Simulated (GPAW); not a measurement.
# Ballistic transport through O2 in line between two Ir chains, cheap and dear, part 2 of 2

How well does O2 in line between two Ir chains conduct at low bias, and how far do basis and functional move the answer?

GPAW 26.7.0; GPAW LCAO, PAW setups; Landauer transmission from Green's functions with principal layers (ASE), zero bias.

So far, transmission at the Fermi level (one spin): step 2 (GPAW, dzp, PBE, GPAW) 2.15; step 3 (basis szp(dzp), PBE, GPAW) 2.16; step 4 (basis sz(dzp), PBE, GPAW) 2.07; step 5 (RPBE) 2.14.

## (6) The ladder

Times are for 1 thread of Arm Neoverse V2, shared host. The runs compared:

| no. | run | conductance (G₀) | time | memory (GiB) |
| --- | --- | --- | --- | --- |
| 1 | dzp | 2.146 | 3 min | 1.9 |
| 2 | szp | 2.155 | 2 min | 1.9 |
| 3 | sz | 2.062 | 100 s | 1.8 |
| 4 | dzp RPBE | 2.137 | 3 min | 1.9 |

## (7) Comparison

The curves are compared point by point over the common energies.

This step: comparison of transmission and cost over codes and levels (GPAW 26.7.0).

Ladder, by row:

| step | code | T at the Fermi level (sum over the listed spins) | conductance (G0) | r.m.s. T(E) from the first | wall time (s) | peak memory (GiB) | threads |
| --- | --- | --- | --- | --- | --- | --- | --- |
| dzp | GPAW | 2.148 | 2.146 | 0 | 179.2 | 1.94 | 1 |
| szp | GPAW | 2.158 | 2.155 | 0.09577 | 117.8 | 1.87 | 1 |
| sz | GPAW | 2.066 | 2.062 | 0.1288 | 99.71 | 1.81 | 1 |
| dzp-RPBE | GPAW | 2.138 | 2.137 | 0.008877 | 181.6 | 1.94 | 1 |

The transmission, zone mean, sum over the listed spins by energy, zero at the Fermi level:

| energy (eV) | dzp | szp | sz | dzp-RPBE |
| --- | --- | --- | --- | --- |
| -2.000 | 1.69 | 1.65 | 1.57 | 1.74 |
| -1.800 | 1.78 | 1.78 | 1.69 | 1.79 |
| -1.600 | 1.85 | 1.89 | 1.79 | 1.86 |
| -1.400 | 1.93 | 1.98 | 1.88 | 1.93 |
| -1.200 | 1.99 | 2.01 | 1.92 | 1.99 |
| -1.000 | 1.99 | 2.00 | 1.91 | 1.99 |
| -0.800 | 1.98 | 1.99 | 1.89 | 1.98 |
| -0.600 | 1.99 | 1.99 | 1.89 | 1.99 |
| -0.400 | 2.03 | 2.04 | 1.94 | 2.03 |
| -0.200 | 2.09 | 2.11 | 2.01 | 2.08 |
| 0.000 | 2.15 | 2.16 | 2.07 | 2.14 |
| 0.200 | 2.18 | 2.17 | 2.07 | 2.17 |
| 0.300 | 2.18 | 2.15 | 2.06 | 2.18 |
| 0.400 | 2.17 | 2.13 | 2.03 | 2.17 |
| 0.600 | 2.13 | 2.03 | 1.92 | 2.13 |
| 0.800 | 2.04 | 1.86 | 1.77 | 2.05 |
| 1.000 | 1.98 | 1.90 | 1.82 | 1.99 |
| 1.200 | 2.06 | 1.97 | 1.90 | 2.06 |
| 1.400 | 2.18 | 2.07 | 2.02 | 2.18 |
| 1.600 | 2.32 | 2.21 | 2.18 | 2.33 |
| 1.700 | 2.38 | 2.31 | 2.31 | 2.38 |
| 1.800 | 2.32 | 2.41 | 2.45 | 2.31 |
| 2.000 | 0.423 | 0.447 | 0.484 | 0.421 |

## (8) Functional PBEsol

The functional moves levels against the Fermi level.

This step: GPAW LCAO, PAW setups; Landauer transmission from Green's functions with principal layers (ASE), zero bias (GPAW 26.7.0).

Contents of run.py:

```python
import json
import numpy as np
from ase import Atoms
from ase.transport.calculators import TransportCalculator
from gpaw import GPAW, FermiDirac
from gpaw.lcao.tools import get_lcao_hamiltonian
from scipy.linalg import eigh

# The junction with lead layers at both ends, along the third cell vector
device = Atoms(
    ['Ir', 'Ir', 'Ir', 'Ir', 'Ir', 'Ir', 'Ir', 'O', 'O', 'Ir', 'Ir', 'Ir', 'Ir', 'Ir', 'Ir', 'Ir'],
    positions=[
        [4.50000, 4.50000, 1.15000],
        [4.50000, 4.50000, 3.45000],
        [4.50000, 4.50000, 5.75000],
        [4.50000, 4.50000, 8.05000],
        [4.50000, 4.50000, 10.35000],
        [4.50000, 4.50000, 12.65000],
        [4.50000, 4.50000, 14.95000],
        [4.50000, 4.50000, 16.59840],
        [4.50000, 4.50000, 17.89840],
        [4.50000, 4.50000, 19.54680],
        [4.50000, 4.50000, 21.84680],
        [4.50000, 4.50000, 24.14680],
        [4.50000, 4.50000, 26.44680],
        [4.50000, 4.50000, 28.74680],
        [4.50000, 4.50000, 31.04680],
        [4.50000, 4.50000, 33.34680]],
    cell=[[9.0, 0.0, 0.0], [0.0, 9.0, 0.0], [0.0, 0.0, 34.4968]],
    pbc=True)

# One principal layer of the lead: the first 5 atoms of the device
lead = Atoms(
    ['Ir', 'Ir', 'Ir', 'Ir', 'Ir'],
    positions=[
        [4.50000, 4.50000, 1.15000],
        [4.50000, 4.50000, 3.45000],
        [4.50000, 4.50000, 5.75000],
        [4.50000, 4.50000, 8.05000],
        [4.50000, 4.50000, 10.35000]],
    cell=[[9.0, 0.0, 0.0], [0.0, 9.0, 0.0], [0.0, 0.0, 11.5]],
    pbc=True)

settings = dict(mode='lcao', basis='dzp', xc='PBEsol', h=0.18,
                occupations=FermiDirac(0.1), maxiter=250,
                mixer=dict(beta=0.1, nmaxold=8, weight=100.0),
                convergence=dict(density=0.0001))
energies = np.arange(-2, 2 + 1e-9, 0.05)
eta = 0.0001
n1, n2 = 1, 1
# k and -k transmit alike, so half of the mesh across the current serves
mesh = [(i, j) for i in range(n1) for j in range(n2) if (i, j) <= (-i % n1, -j % n2)]
weights = np.array([1 if (i, j) == (-i % n1, -j % n2) else 2 for i, j in mesh]) / (n1 * n2)

# [... helper functions left out ...]
fermi_lead = ground_state(lead, (1, 1, 10), 'lead.txt')
fermi_device = ground_state(device, (1, 1, 3), 'device.txt')
# [... loop over the mesh left out, but for ...]
        # Shift the lead onto the potential of the device's first layer
        shift = ((H[:, 0, 0] - H0[:, 0, 0]) / S0[0, 0]).real.mean()
# [...]
kT = 8.617333e-5 * 500
bias = [0.1, 0.2, 0.5, 1.0, 1.5, 2.0]
# [... integrals and printing left out ...]
```

The run is started by

```sh
$ OMP_NUM_THREADS=1 OPENBLAS_NUM_THREADS=1 python run.py
```

The log of the run:

```text
FileNotFoundError: Could not find required PAW dataset file "Ir.PBEsol".
```

Wall time 0.64 s (1 thread of Arm Neoverse V2, shared host); peak memory 0.1 GiB.

The input was rejected at the start.

The program's message: “FileNotFoundError: Could not find required PAW dataset file "Ir.PBEsol".”

## (9) Functional PBEsol, broadening 0.01, mixing 0.02

The functional moves levels against the Fermi level. The broadening keeps the Green's functions finite; too large a value absorbs electrons where channels are open and leaks them where none are. Mixing changes the road to self-consistency, not its end. The mixing history changes the road to self-consistency, not its end.

Edit run.py of step 8 so:

```diff
@@ -45,6 +45,6 @@
                 occupations=FermiDirac(0.1), maxiter=250,
-                mixer=dict(beta=0.1, nmaxold=8, weight=100.0),
+                mixer=dict(beta=0.02, nmaxold=12, weight=100.0),
                 convergence=dict(density=0.0001))
 energies = np.arange(-2, 2 + 1e-9, 0.05)
-eta = 0.0001
+eta = 0.01
 n1, n2 = 1, 1
```

The log of the run:

```text
FileNotFoundError: Could not find required PAW dataset file "Ir.PBEsol".
```

It took 0.62 s on 1 thread; peak memory 0.1 GiB.

The program refused the input before any cycle.

The program's message: “FileNotFoundError: Could not find required PAW dataset file "Ir.PBEsol".”

## (10) What came out

```json
{"conductance": "2.15 G₀", "transmission at the Fermi level, mean of the spins": "2.15"}
```

**Reading.** In the dzp basis the junction conducts 2.15 G₀ at 500 K, with T = 2.15 a spin at the Fermi level; the sz basis reaches that conductance within 10 %. At the Fermi level the three most open eigenchannels pass 0.75, 0.75 and 0.64. Measured against the first run (dzp), the nearest curve is that of dzp-RPBE (r.m.s. 0.0089) and the farthest that of sz (0.13). Over the compared runs wall time goes from 100 s (sz) to 182 s (dzp-RPBE), on a shared host. The geometry was built from estimated bond lengths and not relaxed, so the numbers describe this model structure. The run had no spin polarisation, so a magnetic state, which chains and small molecules with open shells often have, wasn't tested. Spin-orbit coupling is left out, which matters for the heavy atoms here. An evenly spaced straight chain is an idealisation: free chains tend to dimerise, zigzag or, where a band edge lies near the Fermi level, turn magnetic. The currents use the zero-bias T(E) throughout, which holds only while the bias is small against the distance to the nearest feature. The thermopower isn't quoted: it samples T(E) farther from the Fermi level than the conductance does, and the energy grid wasn't tested for it.

[Logs are printed without paths, hosts, clocks, repeated set-up lines and the standing remarks that a program may print on its own settings, such as how far it seeks lower states.]

[Hosts, paths, dates, database ids (printed as entryN), source tags and the programs' standing remarks are cut or masked in the printed files.]
